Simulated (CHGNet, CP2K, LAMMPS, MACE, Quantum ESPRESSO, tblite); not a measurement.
# Bulk modulus two ways: glassy 67P2O5-33MgO (mol %) (80 atoms), CHGNet 0.3.0

The cell holds 80 atoms (20 P, 5 Mg and 55 O). Recipe: 80 atoms (20 P, 5 Mg, 55 O) placed at random at 2.93 g/cm³, melted at 4000 K for 10 ps at fixed volume with the Morse and Coulomb pair potential with partial charges (Pedone, Malavasi, Menziani, Cormack and Segre, J. Phys. Chem. B 110, 11780 (2006)). Quenched from 4000 K to 300 K at 25 K/ps and fixed volume, held 5 ps. Then the atoms were relaxed with MACE MPA-0 medium in the fixed cell.

Calculated with CHGNet 0.3.0: CHGNet 0.3.0, trained on PBE(+U) plane-wave data, no dispersion term. The cell is scaled evenly by ±3 % in volume, and MACE MPA-0 medium relaxes the atoms at each volume before the single point.

```
volume (Å³/atom)  energy less the middle row's (meV/atom)  pressure (GPa)
          11.154                                   11.317           6.739
          11.499                                    0.000           4.438
          11.844                                   -7.265           2.615
```

**Question.** Find the bulk modulus at the middle volume from the pressures and from the energies, and check the printed pressure against the slope of the energy (1 meV/Å³ = 0.16022 GPa).

Worked:

The step is h = 0.3450 Å³. From pressures: B = −V dP/dV = 11.499 × (6.739 − (2.615)) / (2 × 0.3450) = 68.7 GPa.

From energies: B = V d²E/dV² = 11.499 × (11.317 + (-7.265)) / 0.3450² = 391.5 meV/Å³ = 62.7 GPa.

Slope: P = −dE/dV = −(-7.265 − (11.317)) / (2 × 0.3450) = 26.9 meV/Å³ = 4.32 GPa, against 4.44 GPa printed.

The two moduli agree within 9 %.

A central difference over ±3 % overstates P by about B(1 + B′)(0.03)²/6, some 0.05 GPa for B′ = 4. The atoms follow MACE MPA-0 medium, so this level's forces do work along the path, which enters the energies but not the printed pressures.

Limits: three points, a static cell at zero temperature, the cell shape held; the modulus is that at 4.4 GPa, not at zero pressure.

[Logs are printed without paths, hosts, clocks, repeated set-up lines and the standing remarks that a program may print on its own settings, such as how far it seeks lower states.]

[Hosts, paths, dates, database ids (printed as entryN), source tags and the programs' standing remarks are cut or masked in the printed files.]
